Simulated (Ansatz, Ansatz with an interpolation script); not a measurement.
# G0W0 band structure of BiOCl (P4/nmm), part 2 of 2

Wanted: quasiparticle gap and band widths of BiOCl (P4/nmm) over the whole zone.

Ansatz 0.2.0; LDA, Wannier functions and G0W0, plane waves, PAW. Known limits of the many-body steps: not at the basis limit; no spin-orbit coupling; coarse k mesh.

So far. Step 3 (Wannier functions (Bi:6p Cl:3p O:2p) on 8×8×4): Near the gap the model misses directly solved bands by 0.6 meV r.m.s. and by 8 meV at most in the window tested. This tests the starting bands, not the corrections carried with them. Step 4 (G0W0 at every point of the mesh: 4×4×2 mesh, 462 empty …): The gap on the mesh goes from 2.58 eV to 3.68 eV, a correction of +1.11 eV, though a band edge has moved to another state. The start differs from the 2.50 eV found before because this mesh misses an edge.

**5. Interpolating the corrections (continued)**

Minima of the lowest conduction band, from levels solved directly at the displaced points, plus the interpolated correction; masses are left empty at degenerate points, on flat bands and where the interpolated correction rules the curvature; G0W0 masses are rough. Conduction valleys, by row:

| point | k (reciprocal lattice) | valleys in the zone | G0W0 level above the valence top (eV) | LDA level above the valence top (eV) | G0W0 principal masses (m_e) | LDA principal masses (m_e) |
| --- | --- | --- | --- | --- | --- | --- |
| Z | 0.000 0.000 -0.500 | 1 | 3.596 | 2.495 | 0.274 0.274 0.521 | 0.297 0.297 0.697 |
| - | 0.300 0.300 -0.500 | 4 | 4.381 | 3.259 | 0.264 0.414 0.439 | 0.300 0.467 0.523 |

Second differences of levels solved directly at the displaced points, plus the interpolated correction, at the quasiparticle band edges; no spin-orbit coupling; left empty where the band is flat or the interpolated correction rules the curvature. Effective masses, by row:

| carrier | point | Cartesian direction | band | LDA mass (m_e) | G0W0 mass (m_e) |
| --- | --- | --- | --- | --- | --- |
| hole | -0.000 0.360 -0.500 | 100 | 28 | 0.609 | 0.477 |
| hole | -0.000 0.360 -0.500 | 010 | 28 | 1.451 | 1.124 |
| hole | -0.000 0.360 -0.500 | 110 | 28 | 0.857 | 0.669 |
| hole | -0.000 0.360 -0.500 | 111 | 28 | 1.231 | 0.943 |
| electron | Z | 100 | 29 | 0.297 | 0.274 |
| electron | Z | 010 | 29 | 0.297 | 0.274 |
| electron | Z | 001 | 29 | 0.701 | 0.521 |
| electron | Z | 110 | 29 | 0.297 | 0.274 |
| electron | Z | 111 | 29 | 0.367 | 0.325 |

The density of states has structure finer than the step of the table below, so its rows give means over 0.5 eV, whole bins alone (the curve runs from -6 to 6.4 eV). Peaks (eV: height): G0W0 -4.50: 4.61, -3.30: 5.00, -1.00: 10.4; LDA -4.60: 4.54, -0.90: 12.0, 5.20: 5.45.

Wannier model on a dense mesh, Gaussian width 0.15 eV. Limits: finite bands, cutoff and mesh; no spin-orbit coupling; coarse k mesh. Table of density of states by energy, zero at the valence-band top of each set; means over each step; values in states/eV/cell:

| energy (eV) | G0W0 | LDA |
| --- | --- | --- |
| -5.5 | 1.6e-4 | 0.00160 |
| -5.0 | 0.767 | 1.26 |
| -4.5 | 3.96 | 3.79 |
| -4.0 | 2.65 | 2.25 |
| -3.5 | 3.62 | 3.01 |
| -3.0 | 4.32 | 4.16 |
| -2.5 | 4.23 | 4.19 |
| -2.0 | 4.55 | 3.95 |
| -1.5 | 7.27 | 6.03 |
| -1.0 | 9.43 | 9.90 |
| -0.5 | 5.92 | 7.80 |
| 0.0 | 1.27 | 1.65 |
| 0.5 | 0.00193 | 0.00230 |
| 1.0 | 0 | 0 |
| 1.5 | 0 | 0 |
| 2.0 | 0 | 1.0e-4 |
| 2.5 | 0 | 0.0392 |
| 3.0 | 0 | 0.269 |
| 3.5 | 0.0160 | 1.12 |
| 4.0 | 0.162 | 2.81 |
| 4.5 | 0.686 | 3.29 |
| 5.0 | 1.99 | 4.60 |
| 5.5 | 3.11 | 4.55 |
| 6.0 | 3.11 | 4.15 |

Corrections by starting level (eV, on the run's own energy scale, so only their differences matter):

| start | correction |
| --- | --- |
| -4.86 | −0.38 |
| -4.36 | −0.41 |
| -3.29 | −0.55 |
| -3.00 | −0.35 |
| -2.15 | −0.81 |
| -1.74 | −0.62 |
| -1.31 | −0.89 |
| -0.95 | −0.84 |
| -0.82 | −0.72 |
| -0.62 | −0.59 |
| -0.32 | −0.55 |
| -0.02 | −0.49 |
| 2.58 | +0.62 |
| 3.46 | +0.69 |
| 4.58 | +0.75 |
| 5.26 | +0.86 |
| 5.78 | +0.91 |
| 6.73 | +0.94 |

**6. LDA+SOC bands, for comparison**

The many-body steps leave out spin-orbit coupling, so its effect is taken from a two-component run, with twice the bands.

This step: DFT, LDA with spin-orbit coupling, plane waves, PAW; PAW set soft_1.

File input.yaml:

```yaml
crystal:
  lattice:
    - [3.88551, 0.0, 0.0]
    - [0.0, 3.88551, 0.0]
    - [0.0, 0.0, 7.3489]
  atoms:
    - { symbol: Bi, position: [0.5, 0.0, 0.32904] }
    - { symbol: Bi, position: [0.0, 0.5, 0.67096] }
    - { symbol: Cl, position: [0.0, 0.5, 0.1472] }
    - { symbol: Cl, position: [0.5, 0.0, 0.8528] }
    - { symbol: O, position: [0.0, 0.0, 0.5] }
    - { symbol: O, position: [0.5, 0.5, 0.5] }
kpoints:
  mp_grid: { grid: [4, 4, 2] }
  band_path:
    path:
      - [[0.0, 0.0, 0.0], [0.0, 0.5, 0.0], [0.5, 0.5, 0.0], [0.0, 0.0, 0.0], [0.0, 0.0, 0.5], [0.0, 0.5, 0.5], [0.5, 0.5, 0.5], [0.0, 0.0, 0.5]]
      - [[0.0, 0.5, 0.0], [0.0, 0.5, 0.5]]
      - [[0.5, 0.5, 0.0], [0.5, 0.5, 0.5]]
    npoints: 10
hamiltonian:
  xc: lda
  pseudopotentials: { kind: paw_fr, azcp: { folder: soft_1 }, xc_functional: pbe }
scf:
  occupations: { method: fermi_dirac, width: 0.02 }
  n_extra_bands: 12
magnetization:
  noncollinear: true
  spin_orbit: true
output:
  eigenvalues: true
```

Command:

```console
$ ansatz run input.yaml --threads 3 --pin off --max-ram 92160MiB --backend cuda --events-out ev --progress --plain --runs-dir out --devices 1 --max-vram 13GiB
```

Run time: 15 s. Hardware: 1 × NVIDIA H100 80GB HBM3 (shared by 6 runs) with 3 threads of AMD EPYC 7R13 (Zen 3), shared host; peak memory 1.4 GiB; 31 s of CPU time.

This step gave:

- filled bands: 56
- gap: 2.194 eV
- valence top at: k = (0.000, 0.400, 0.500)
- conduction bottom at: Z
- least direct gap: 2.531 eV

The gap stands −0.30 eV against LDA.

**7. Summary of results**

| Item | Value |
| --- | --- |
| LDA gap | 2.50 eV |
| G0W0 gap over the zone | 3.60 eV, indirect |
| least direct G0W0 gap, in the model | 3.88 eV |
| with the spin-orbit change | 3.29 eV |
| GW settings | 4×4×2 mesh, 462 empty bands, screening to 150 eV, PAW set soft_1 files |
| known limits | not at the basis limit; no spin-orbit coupling; coarse k mesh |

The Wannier model follows the LDA bands to under 1 meV r.m.s. near the gap. The G0W0 gap over the zone is 3.60 eV, indirect, from k = (0.000, 0.360, -0.500) to Z; on the mesh alone it is 3.68 eV, and a rigid shift of the LDA bands would give 3.60 eV. The valence width in the model goes from 5.00 eV to 4.91 eV. At the band edge the lightest electron mass is 0.30 m_e at the start and 0.27 m_e in G0W0; the G0W0 masses rest on corrections from the 4×4×2 mesh alone and are rough. With a spin-orbit change this large the edge states differ, so these masses aren't the crystal's. LDA+SOC gives a gap of 2.19 eV on the same path, a spin-orbit change of −0.30 eV that would bring the G0W0 gap to 3.29 eV. Against experiment, by G0W0@LDA with the spin-orbit change: the gap of 3.29 eV lies −0.15 eV from the measured 3.44 eV (optical, 2022); the gap of 3.29 eV lies −0.07 eV from the measured 3.36 eV (optical, 2021). An exciton line or allowed optical edge lies below the quasiparticle gap by the binding energy; a forbidden edge can push the onset above it. The calculation has static nuclei and no excitons; a measured gap holds zero-point and thermal motion, which mostly lowers it. Bands and cutoff are finite, so the gap is not at the basis limit. The miss can reach some tenths of an eV and take either sign; the mesh is an error of its own. Above the frozen window of the model the interpolated levels need not meet the computed ones, even at points of the mesh. The 4×4×2 mesh is coarse for this cell (its supercell is 15 Å along the shortest edge). The RPA ε∞ on it, from the LDA start, is 5.29 and 6.62; such meshes misread the long-range screening, most where the gap is narrow. Where an edge is built on 6p states of lead, bismuth or thallium, scalar-relativistic gaps usually stand too wide, by a few tenths to over one eV.

[Paths, hosts, dates, memory and timing lines, banners, echoed tables and standing remarks are left out of the program output.]

[Logs are printed without paths, hosts, clocks, repeated set-up lines and the standing remarks that a program may print on its own settings, such as how far it seeks lower states.]

[Runs of the session that timed out or met a known fault of the program may be left out.]

[Hosts, paths, dates, database ids (printed as entryN), source tags and the programs' standing remarks are cut or masked in the printed files.]
